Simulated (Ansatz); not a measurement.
**BeInCl3 (model cell, started as cubic perovskite with Be in the octahedra): phonons and vibrational spectra**

Task: relax BeInCl3 (model cell, started as cubic perovskite with Be in the octahedra), then find its harmonic phonons.

Calculated with Ansatz 0.2.0; DFT PBEsol, scalar-relativistic, plane waves, PAW; PAW set soft_1.

The structure was built from a prototype and need not be the compound's stable phase.

**1. Starting point**

Symmetry: Pm-3m, No. 221, cubic system. Conventional cell: a = 4.430 Å, b = 4.430 Å, c = 4.430 Å, α = 90.00°, β = 90.00°, γ = 90.00°. Nearest to In lie 12 Cl at 3.13 Å. Be has 6 Cl at 2.21 Å nearest. Nearest to Cl lie 2 Be at 2.21 Å and 4 In at 3.13 Å. Farther neighbours and most contacts between anions are not listed.

**2. Relaxation**

The cell and atoms are relaxed, since residual forces and stress would shift the frequencies.

The input, input.yaml:

```yaml
crystal:
  lattice:
    - [4.4296, 0.0, 0.0]
    - [0.0, 4.4296, 0.0]
    - [0.0, 0.0, 4.4296]
  atoms:
    - { symbol: In, position: [0.0, 0.0, 0.0] }
    - { symbol: Be, position: [0.5, 0.5, 0.5] }
    - { symbol: Cl, position: [0.5, 0.5, 0.0] }
    - { symbol: Cl, position: [0.5, 0.0, 0.5] }
    - { symbol: Cl, position: [0.0, 0.5, 0.5] }
kpoints:
  mp_grid: { grid: [6, 6, 6] }
hamiltonian:
  xc: pbesol
  pseudopotentials: { kind: paw, azcp: { folder: soft_1 }, xc_functional: pbe }
scf:
  occupations: { method: gaussian, width: 0.02 }
output:
  forces: true
  stress: true
  eigenvalues: true
relax:
  adjacent_minimum: "off"
  f_tol: 0.005
  max_steps: 80
  cell: { stress_tol: 0.05 }
```

Started as:

```console
ansatz run input.yaml --threads 4 --pin off --max-ram 16384MiB --backend cpu --events-out ev --progress --plain --runs-dir out
```

Numbers of over 12 decimals in the logs are rounded to 6 here.

Output:

```text
Engine: ansatz 0.2.0, aarch64-unknown-linux-gnu
Pseudopotentials: kind: paw
Pseudopotential: In, paw, valence charge 13, recommended cutoff 420 eV (normal), soft_1/In.paw.azcp
Pseudopotential: Be, paw, valence charge 2, recommended cutoff 420 eV (normal), soft_1/Be.paw.azcp
Pseudopotential: Cl, paw, valence charge 7, recommended cutoff 420 eV (normal), soft_1/Cl.paw.azcp
Functional definition: PBEsol
  exchange = pbesol_x
  correlation = pbesol_c
Crystal: 5 atoms, lattice volume = 86.915 Å³
Basis set: ecut = 420 eV, 1743 PW (Γ), exchange–correlation on 60×60×60 points (8 copies of the dense FFT grid, shifted against one another)
Bands: 23, of which v1, the nominal top of the filled ones, is band 18 counted from 1 (17 counted from 0)
Symmetry: 48 space group operations
Space group: Pm-3m (ITA 221), of the structure as read, at distance tolerance 4.4e-5 Å
k-points: 20 of 216
Non-local potential: In, projectors of the file, l = 0: 2, l = 1: 2, l = 2: 2, l = 3: 1
Non-local potential: Be, projectors of the file, l = 0: 2, l = 1: 2, l = 2: 1
Non-local potential: Cl, projectors of the file, l = 0: 2, l = 1: 2, l = 2: 1
PAW form: soft (Blöchl's): semilocal exchange-correlation on the pseudo side does not see the compensation charge
PAW frozen core: In, regenerated for the run's functional, and the local potential with it (the file was generated under x = pbe(κ = 0.804, μ = 0.219515), c = pbe(β = 0.066725))
PAW frozen core: Be, regenerated for the run's functional, and the local potential with it (the file was generated under x = pbe(κ = 0.804, μ = 0.219515), c = pbe(β = 0.066725))
PAW frozen core: Cl, regenerated for the run's functional, and the local potential with it (the file was generated under x = pbe(κ = 0.804, μ = 0.219515), c = pbe(β = 0.066725))
PAW one-centre angular grid: In, 590 points (default); XC on 64 Gauss nodes
PAW one-centre angular grid: Be, 110 points (default); XC on 64 Gauss nodes
PAW one-centre angular grid: Cl, 110 points (default); XC on 64 Gauss nodes
Initial density: superposition of atomic densities (chi_scale 0.1, normalization cell, long waves kept (reshape's long-wave potential 0.02 eV rms))
Initial wavefunctions: pseudopotential atomic-orbital guess
Functional: x = pbesol(κ = 0.804, μ = 0.123457), c = pbesol(β = 0.046)
SCF iter   1: F=—  HF=-8804.112174 eV  |F-HF|=—  |Δ(HF+E_count)|=         —  Δρ=4.33e-2  dr2=3.16e0  ethr=3.10e-3  ⟨swp⟩=8.1  Hψ=2555  notcnv=0
preconditioner: auto → Resta (q_TF=auto, 2.356 Å⁻¹)  ε∞=4.0  [insulator: Δε(μ)=2.126 eV  Ē_g=13.811 eV  σ=0.020 eV  W_gap=1.00  n_scr=18 (ndim 8)  ℏωp=23.9 eV  f_vac=0.000  D(μ)=0.00/eV (n_scr^D=0)  ε∞_Penn≈4.0]
SCF iter   2: F=—  HF=-8802.957227 eV  |F-HF|=—  |Δ(HF+E_count)|=    1.15e0  Δρ=1.64e-2  dr2=6.20e-1  ethr=3.10e-3  ⟨swp⟩=3.0  Hψ=1093  notcnv=0  defer=20
SCF iter   3: F=—  HF=-8802.690218 eV  |F-HF|=—  |Δ(HF+E_count)|=   2.67e-1  Δρ=4.91e-3  dr2=4.65e-2  ethr=1.72e-3  ⟨swp⟩=3.1  Hψ=984  notcnv=0  defer=20
SCF iter   4: F=—  HF=-8802.668263 eV  |F-HF|=—  |Δ(HF+E_count)|=   2.20e-2  Δρ=6.71e-4  dr2=3.70e-4  ethr=1.29e-4  ⟨swp⟩=3.5  Hψ=957  notcnv=0  defer=20
SCF iter   5: F=—  HF=-8802.668372 eV  |F-HF|=—  |Δ(HF+E_count)|=   1.09e-4  Δρ=1.58e-4  dr2=2.19e-5  ethr=1.03e-6  ⟨swp⟩=2.1  Hψ=711  notcnv=0  defer=19
SCF iter   6: F=—  HF=-8802.668338 eV  |F-HF|=—  |Δ(HF+E_count)|=   3.33e-5  Δρ=2.70e-5  dr2=5.60e-7  ethr=6.07e-8  ⟨swp⟩=2.0  Hψ=798  notcnv=0  defer=19
SCF iter   7: F=-8802.668338 eV  HF=-8802.668338 eV  |F-HF|=9.20e-9  |Δ(HF+E_count)|=   1.14e-7  Δρ=5.88e-6  dr2=2.92e-8  ethr=2.78e-10  ⟨swp⟩=11.7  Hψ=2569  notcnv=0
SCF 1 converged in 7 iterations: F = -8802.668338 eV  dr2 = 2.92e-8
  greatest PAW one-centre occupation: 0.984 electrons in one spin orbital (limit 2), on the In atom at site 0 (counted from 0), in its partial waves of l = 2
relax step   1: F+E_penalty+E_count = -8802.66833841 eV  Δ(F+E_penalty+E_count) = +0.000e0 eV  max|allowed force component| = 3.739e-29 eV/Å  Δτ_max = 0.0000 Å  P = +6.453 GPa  Ω = 86.915 Å³  (7 SCF iters, dr2 threshold 1.00e-7 eV, accepted)
Crystal: 5 atoms, lattice volume = 94.146 Å³
Basis set: ecut = 420 eV, 1839 PW (Γ), exchange–correlation on 60×60×60 points (8 copies of the dense FFT grid, shifted against one another)
Initial density: handed on by an earlier stage of this run
Initial wavefunctions: those handed on with the density
iter 1 solved again at ethr=5.54e-5 eV; its pass at ethr=3.10e-3 eV (dr2=1.99e-2 eV) is discarded
SCF iter   1: F=—  HF=-8802.842606 eV  |F-HF|=—  |Δ(HF+E_count)|=         —  Δρ=3.34e-3  dr2=2.11e-2  ethr=5.54e-5  ⟨swp⟩=2.1  Hψ=2805  notcnv=0
preconditioner: auto → Resta (q_TF=auto, 2.324 Å⁻¹)  ε∞=4.2  [insulator: Δε(μ)=1.736 eV  Ē_g=12.751 eV  σ=0.020 eV  W_gap=1.00  n_scr=18 (ndim 8)  ℏωp=23.0 eV  f_vac=0.000  D(μ)=0.00/eV (n_scr^D=0)  ε∞_Penn≈4.2]
SCF iter   2: F=—  HF=-8802.836319 eV  |F-HF|=—  |Δ(HF+E_count)|=   6.29e-3  Δρ=1.88e-3  dr2=6.03e-3  ethr=5.54e-5  ⟨swp⟩=3.0  Hψ=809  notcnv=0
SCF iter   3: F=—  HF=-8802.833964 eV  |F-HF|=—  |Δ(HF+E_count)|=   2.35e-3  Δρ=3.94e-4  dr2=2.91e-4  ethr=1.67e-5  ⟨swp⟩=2.1  Hψ=760  notcnv=0
SCF iter   4: F=—  HF=-8802.833829 eV  |F-HF|=—  |Δ(HF+E_count)|=   1.35e-4  Δρ=9.79e-5  dr2=6.79e-6  ethr=8.07e-7  ⟨swp⟩=2.0  Hψ=749  notcnv=0
SCF iter   5: F=-8802.833833 eV  HF=-8802.833833 eV  |F-HF|=1.28e-7  |Δ(HF+E_count)|=   3.64e-6  Δρ=1.86e-5  dr2=3.17e-7  ethr=1.39e-9  ⟨swp⟩=7.3  Hψ=2402  notcnv=0
SCF 2 converged in 5 iterations: F = -8802.833833 eV  dr2 = 3.17e-7
relax step   2: F+E_penalty+E_count = -8802.83383279 eV  Δ(F+E_penalty+E_count) = -1.655e-1 eV  max|allowed force component| = 1.906e-30 eV/Å  Δτ_max = 0.0000 Å  P = +1.257 GPa  Ω = 94.146 Å³  energy of the carried Pulay correction = -6.743e-4 eV  (5 SCF iters, dr2 threshold 5.00e-7 eV, accepted)
Crystal: 5 atoms, lattice volume = 96.078 Å³
Basis set: ecut = 420 eV, 1863 PW (Γ), exchange–correlation on 60×60×60 points (8 copies of the dense FFT grid, shifted against one another)
iter 1 solved again at ethr=4.56e-6 eV; its pass at ethr=3.10e-3 eV (dr2=1.64e-3 eV) is discarded
SCF iter   1: F=—  HF=-8802.842902 eV  |F-HF|=—  |Δ(HF+E_count)|=         —  Δρ=8.07e-4  dr2=1.32e-3  ethr=4.56e-6  ⟨swp⟩=2.0  Hψ=2582  notcnv=0
preconditioner: auto → Resta (q_TF=auto, 2.317 Å⁻¹)  ε∞=4.2  [insulator: Δε(μ)=1.693 eV  Ē_g=12.672 eV  σ=0.020 eV  W_gap=1.00  n_scr=18 (ndim 8)  ℏωp=22.7 eV  f_vac=0.000  D(μ)=0.00/eV (n_scr^D=0)  ε∞_Penn≈4.2]
SCF iter   2: F=—  HF=-8802.842500 eV  |F-HF|=—  |Δ(HF+E_count)|=   4.02e-4  Δρ=4.55e-4  dr2=3.88e-4  ethr=3.68e-6  ⟨swp⟩=2.7  Hψ=642  notcnv=0
SCF iter   3: F=—  HF=-8802.842259 eV  |F-HF|=—  |Δ(HF+E_count)|=   2.41e-4  Δρ=9.33e-5  dr2=1.53e-5  ethr=1.08e-6  ⟨swp⟩=2.1  Hψ=671  notcnv=0
SCF iter   4: F=-8802.842256 eV  HF=-8802.842256 eV  |F-HF|=8.22e-8  |Δ(HF+E_count)|=   3.20e-6  Δρ=2.32e-5  dr2=4.04e-7  ethr=1.39e-9  ⟨swp⟩=5.8  Hψ=2556  notcnv=0
SCF 3 converged in 4 iterations: F = -8802.842256 eV  dr2 = 4.04e-7
relax step   3: F+E_penalty+E_count = -8802.84225600 eV  Δ(F+E_penalty+E_count) = -8.423e-3 eV  max|allowed force component| = 9.598e-31 eV/Å  Δτ_max = 0.0000 Å  P = +0.186 GPa  Ω = 96.078 Å³  energy of the carried Pulay correction = -8.455e-4 eV  (4 SCF iters, dr2 threshold 5.00e-7 eV, accepted)
[...]
relax step   4: F+E_penalty+E_count = -8802.84243377 eV  Δ(F+E_penalty+E_count) = -1.778e-4 eV  max|allowed force component| = 2.353e-30 eV/Å  Δτ_max = 0.0000 Å  P = +0.007 GPa  Ω = 96.423 Å³  energy of the carried Pulay correction = -8.756e-4 eV  (4 SCF iters, dr2 threshold 8.68e-8 eV, accepted)
Basis set: ecut = 420 eV, 1863 PW (Γ), exchange–correlation on 64×64×64 points (8 copies of the dense FFT grid, shifted against one another)
Initial wavefunctions: pseudopotential atomic-orbital guess (no wavefunctions were taken with the density)
iter 1 solved again at ethr=5.75e-7 eV; its pass at ethr=3.10e-3 eV (dr2=2.07e-4 eV) is discarded
SCF iter   1: F=—  HF=-8802.842957 eV  |F-HF|=—  |Δ(HF+E_count)|=         —  Δρ=2.75e-4  dr2=2.80e-6  ethr=5.75e-7  ⟨swp⟩=3.0  Hψ=4046  notcnv=0
SCF iter   2: F=—  HF=-8802.843305 eV  |F-HF|=—  |Δ(HF+E_count)|=   3.48e-4  Δρ=1.38e-4  dr2=6.82e-7  ethr=7.79e-9  ⟨swp⟩=2.0  Hψ=777  notcnv=0
SCF iter   3: F=—  HF=-8802.843376 eV  |F-HF|=—  |Δ(HF+E_count)|=   7.08e-5  Δρ=1.97e-5  dr2=2.13e-8  ethr=1.89e-9  ⟨swp⟩=2.1  Hψ=637  notcnv=0
SCF iter   4: F=—  HF=-8802.843377 eV  |F-HF|=—  |Δ(HF+E_count)|=   1.37e-6  Δρ=1.24e-6  dr2=3.25e-10  ethr=5.93e-11  ⟨swp⟩=2.1  Hψ=671  notcnv=0
SCF iter   5: F=-8802.843377 eV  HF=-8802.843377 eV  |F-HF|=8.91e-11  |Δ(HF+E_count)|=   4.65e-9  Δρ=1.88e-7  dr2=1.58e-11  ethr=1.00e-12  ⟨swp⟩=5.2  Hψ=1830  notcnv=0
SCF 5 converged in 5 iterations: F = -8802.843377 eV  dr2 = 1.58e-11
relax step   5: F+E_penalty+E_count = -8802.84337733 eV  Δ(F+E_penalty+E_count) = -9.436e-4 eV  max|allowed force component| = 1.193e-30 eV/Å  Δτ_max = 0.0000 Å  P = +0.008 GPa  Ω = 96.423 Å³  stress off target by 8.12e-3 GPa  SCF on the basis re-selected at this cell (its energy is not comparable with the rows above)  (5 SCF iters)
basis re-selected at this cell: Δ(F+E_penalty+E_count) = -9.436e-4 eV, ΔP = +0.001 GPa vs the last step (what re-selecting the basis moved, of the pressure what is left beyond the Pulay correction that the steps carried, after the strain that the cell walked since its last selection, with what the two solves' SCF thresholds leave and, on support functions, any second-order correction that the steps lacked; it is no measure of the basis error at this ecutwfc). The dense FFT grid was sized anew with the basis: this SCF ran on 32×32×32 points, the steps before it on 30×30×30, so part of this shift can come from that change (see relax.cell in the input reference). [rest of the remark cut]
SCF converged after 5 iterations
Free energy (F): -8802.843377 eV
Harris-Foulkes:  -8802.843377 eV  (|F-HF|=8.91e-11)
Internal energy: -8802.843377 eV  (E = F + TS)
E sigma→0 (E₀):  -8802.843377 eV
Fermi energy:    6.954461 eV
--- Per-component energies (eV) ---
  E_band       = -63.803227
  E_kinetic    = 690.635081
  E_local      = -1663.440943  (includes V_loc(G=0)·N_el)
  E_nonlocal   = 426.546254
  E_hartree    = 609.725465
  E_xc         = -482.527522
  E_vxc        = -459.951393  (∫ρ·V_xc dr)
  E_paw        = -6112.302995  (= ΣΔE_a)
  E_vpaw       = -277.043601  (= ΣTr[D̂ρ^β])
  E_aug_tail   = 0.000440  (compensation charges beyond the density's cutoff)
  E_ewald      = -2271.959888
  E_core_change = 0.480731  (= ΣΔE_core)
  E_smearing   = -0.000000  (= −TS)
  E_closure    = -0.000000  (closes the sum)
  Σ components = -8802.843377   (vs F -8802.843377, Δ=0.00e0)
--- Forces (eV/Å), atoms counted from 1 ---
  atom   1  In    -0.00000000    -0.00000000     0.00000000
  atom   2  Be    -0.00000000     0.00000000    -0.00000000
  atom   3  Cl    -0.00000000     0.00000000     0.00000000
  atom   4  Cl    -0.00000000    -0.00000000    -0.00000000
  atom   5  Cl     0.00000000     0.00000000    -0.00000000
  max |Σ_I F_I| component: 1.94e-30 eV/Å
--- Stress (GPa, compression-positive) ---
        0.008121       0.000000       0.000000
        0.000000       0.008121      -0.000000
        0.000000      -0.000000       0.008121
  P = ⅓ Tr σ = 0.0081 GPa (0.081 kbar)
--- Band table (eV; the first three rows and the last of 20) ---
  k-point 0: bands = [... 14 lower, 3.8312, 4.0832, 4.0832, 4.0832, 7.7988, 12.6135, 12.6135, 12.6259, ... 1 higher]
  k-point 1: bands = [... 14 lower, 3.7441, 4.0404, 4.0404, 4.5535, 8.3002, 11.2165, 11.9701, 11.9701, ... 1 higher]
  k-point 2: bands = [... 14 lower, 3.5805, 4.0901, 4.0901, 5.4648, 9.3732, 9.8259, 11.3860, 11.3860, ... 1 higher]
  k-point 19: bands = [... 14 lower, 3.9738, 4.9702, 4.9702, 4.9702, 10.1346, 10.1346, 10.1346, 12.3886, ... 1 higher]
--- Relaxed structure (4 steps of the walk, 4 accepted, 1 SCFs on fresh bases) ---
  F+E_penalty+E_count = -8802.84337733 eV   max|allowed force component| = 1.193e-30 eV/Å   (the final SCF, on the basis selected at the relaxed cell)
  cell:  # Å, volume = 96.4229 Å³
    - [4.585570, 0, 0]
    - [0, 4.585570, 0]
    - [0.0, 0, 4.585570]
  atoms:
    - { symbol: In, position: [0, 0, 0] }
    - { symbol: Be, position: [0.5, 0.5, 0.5] }
    - { symbol: Cl, position: [0.5, 0.5, 0] }
    - { symbol: Cl, position: [0.5, 0, 0.5] }
    - { symbol: Cl, position: [0, 0.5, 0.5] }
```

The job ended after 3.8 s (4 threads of Arm Neoverse V1, shared host; peak memory 0.4 GiB; 13 s of CPU time).

Step by step:

```
step  energy less that of the first step (eV)  largest force component (eV/Å)  pressure (GPa)  volume (Å³)
   1                                   0.0000                          0.0000            6.45        86.91
   2                                  -0.1655                          0.0000            1.26        94.15
   3                                  -0.1739                          0.0000            0.19        96.08
   4                                  -0.1741                          0.0000            0.01        96.42
  5*                                  -0.1750                          0.0000            0.01        96.42
```

Relaxation steps marked * repeat the geometry before them on a plane-wave basis chosen anew for their cell, so energy and pressure can jump there.

The run keeps the 48 symmetry operations that it works with, so distortions that break them were not tested.

```
conventional cell, symmetrised  before  after   change
                         a (Å)   4.430  4.586   +3.5 %
                         b (Å)   4.430  4.586   +3.5 %
                         c (Å)   4.430  4.586   +3.5 %
              volume (Å³/atom)   17.38  19.28  +10.9 %
```

The relaxed structure:

```xyz
5
Lattice="4.5856 0.0000 0.0000 0.0000 4.5856 0.0000 0.0000 0.0000 4.5856" Properties=species:S:1:pos:R:3 pbc="T T T"
In    0.0000    0.0000    0.0000
Be    2.2928    2.2928    2.2928
Cl    2.2928    2.2928    0.0000
Cl    2.2928    0.0000    2.2928
Cl    0.0000    2.2928    2.2928
```

This step gave:

```
pressure           : 0.008121 GPa
gap on the k-mesh  : 1.689 eV
volume per atom    : 19.28 Å³
direct gap on mesh : 2.692 eV
```

In this step the volume went from 17.38 to 19.28 Å³/atom.

**3. Relaxation**

The relaxation is repeated from its end on the same settings, as a check that it has come to rest.

Changes to input.yaml since step 2:

```diff
@@ -2,5 +2,5 @@
   lattice:
-    - [4.4296, 0.0, 0.0]
-    - [0.0, 4.4296, 0.0]
-    - [0.0, 0.0, 4.4296]
+    - [4.5855703072, 0.0, 0.0]
+    - [0.0, 4.5855703072, 0.0]
+    - [0.0, 0.0, 4.5855703072]
   atoms:
```

Output:

```text
[...]
Crystal: 5 atoms, lattice volume = 96.423 Å³
Basis set: ecut = 420 eV, 1863 PW (Γ), exchange–correlation on 64×64×64 points (8 copies of the dense FFT grid, shifted against one another)
Bands: 23, of which v1, the nominal top of the filled ones, is band 18 counted from 1 (17 counted from 0)
Symmetry: 48 space group operations
[...]
k-points: 20 of 216
[...]
--- Relaxed structure (1 steps of the walk, 1 accepted, 1 SCFs on fresh bases) ---
[...]
cell:  # Å, volume = 96.4229 Å³
    - [4.5855703072, 0.0, 0.0]
    - [0.0, 4.5855703072, 0.0]
    - [0.0, 0.0, 4.5855703072]
  atoms:
    - { symbol: In, position: [0.0, 0.0, 0.0] }
    - { symbol: Be, position: [0.5, 0.5, 0.5] }
    - { symbol: Cl, position: [0.5, 0.5, 0.0] }
    - { symbol: Cl, position: [0.5, 0.0, 0.5] }
    - { symbol: Cl, position: [0.0, 0.5, 0.5] }
[key lines of the parts left out:]
SCF converged after 5 iterations
Free energy (F): -8802.843377 eV
Fermi energy:    6.954459 eV
P = ⅓ Tr σ = 0.0081 GPa (0.081 kbar)
```

It took 1.9 s on 4 threads; peak memory 0.39 GiB; 6.4 s of CPU time.

Little changed from the start: no atom moved by 0.005 Å and no cell edge by 0.1 %.

This step gave:

```yaml
pressure: 0.008113 GPa
```

In this step the volume went from 19.28 to 19.28 Å³/atom.

**4. Tight relaxation**

Phonons need a cell at rest on their own settings, so the relaxation is repeated with tight tolerances on forces and stress, using the mesh and the filling of the phonon run that follows.

input.yaml, the sections that differ from step 3:

```yaml
kpoints:
  mp_grid: { grid: [8, 8, 8] }
scf:
  occupations: { method: fixed }
relax:
  adjacent_minimum: "off"
  f_tol: 0.001
  max_steps: 60
  cell: { stress_tol: 0.01 }
# crystal, hamiltonian, output: as in step 3
```

Output:

```text
[...]
Crystal: 5 atoms, lattice volume = 96.423 Å³
Basis set: ecut = 420 eV, 1863 PW (Γ), exchange–correlation on 64×64×64 points (8 copies of the dense FFT grid, shifted against one another)
Bands: 23, of which v1, the nominal top of the filled ones, is band 18 counted from 1 (17 counted from 0)
Symmetry: 48 space group operations
[...]
k-points: 35 of 512
[...]
--- Relaxed structure (1 steps of the walk, 1 accepted, 1 SCFs on fresh bases) ---
[...]
cell:  # Å, volume = 96.4229 Å³
    - [4.5855703072, 0.0, 0.0]
    - [0.0, 4.5855703072, 0.0]
    - [0.0, 0.0, 4.5855703072]
  atoms:
    - { symbol: In, position: [0.0, 0.0, 0.0] }
    - { symbol: Be, position: [0.5, 0.5, 0.5] }
    - { symbol: Cl, position: [0.5, 0.5, 0.0] }
    - { symbol: Cl, position: [0.5, 0.0, 0.5] }
    - { symbol: Cl, position: [0.0, 0.5, 0.5] }
[key lines of the parts left out:]
SCF converged after 7 iterations
Free energy (F): -8802.843536 eV
Fermi energy:    6.109761 eV
P = ⅓ Tr σ = 0.0055 GPa (0.055 kbar)
```

The job ended after 2.9 s (4 threads; peak memory 0.42 GiB; 11 s of CPU time).

Little changed from the start: no atom moved by 0.005 Å and no cell edge by 0.1 %.

Numbers from this step:

| Property | Result |
| --- | --- |
| pressure | 0.005510 GPa |

The forces vanish by symmetry and the pressure is 0.006 GPa, within the tolerances set. The cell now holds 19.28 Å³/atom.

(Continued in part 2 of 3.)

[Logs are printed without paths, hosts, clocks, repeated set-up lines and the standing remarks that a program may print on its own settings, such as how far it seeks lower states.]

[Hosts, paths, dates, database ids (printed as entryN), source tags and the programs' standing remarks are cut or masked in the printed files.]
